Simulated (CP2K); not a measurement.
Consider aminoacetaldehyde at its PBE geometry (Å).

```xyz
9

N     1.1032   -0.3376    0.7520
C     0.3823    0.0333   -0.4543
C    -1.1136    0.2374   -0.3049
O    -1.7001    0.1230    0.7591
H     0.9622    0.3813    1.4648
H     0.6930   -1.1867    1.1464
H     0.8003    0.9642   -0.8788
H     0.5410   -0.7227   -1.2445
H    -1.6682    0.5078   -1.2398
```

Method: CP2K XAS_TDP, all-electron GAPW, PBEh(45%), aug-cc-pVDZ, TDA, GW2X-corrected core level, no relativity.

**Question.** Predict the bright core excitations at the C K edge.

Leading lines: C2 290.95 eV and C3 288.49 eV. The leading line of an atom is its first one with 35 % of the strongest within 2.5 eV of its lowest line over the strength cut. Core ionisation energies at this level: C2 293.43 and C3 295.62 eV.

The first six lines of each atom with a strength over 0.0015:

| atom | energy (eV) | states | strength, one atom | above the computed threshold |
| --- | --- | --- | --- | --- |
| C2 (bonded to C, N and 2 H) | 290.95 | 1 | 0.0148 |  |
|  | 291.62 | 1 | 0.0262 |  |
|  | 291.79 | 1 | 0.0063 |  |
|  | 293.33 | 1 | 0.0028 |  |
|  | 293.51 | 1 | 0.0063 | yes |
|  | 293.86 | 1 | 0.0103 | yes |
| C3 (bonded to C, O and H) | 288.49 | 1 | 0.0684 |  |
|  | 293.35 | 1 | 0.0144 |  |
|  | 294.06 | 1 | 0.0025 |  |
|  | 294.73 | 1 | 0.0022 |  |
|  | 295.94 | 1 | 0.0035 | yes |
|  | 296.11 | 1 | 0.0046 | yes |

Lines are vertical, at one geometry, with no vibrational structure. GW2X ionisation energies and lines can be off by 1 to 2 eV either way, and a good line position may hide errors that cancel. These values hold no scalar relativity, about 0.1 eV for C 1s. Rydberg lines, and the discretised continuum above threshold, depend on the basis and the box.

[Banner, clock and machine lines of the logs are left out without a mark of their own.]

[Logs are printed without paths, hosts, clocks, repeated set-up lines and the standing remarks that a program may print on its own settings, such as how far it seeks lower states.]

[Hosts, paths, dates, database ids (printed as entryN), source tags and the programs' standing remarks are cut or masked in the printed files.]
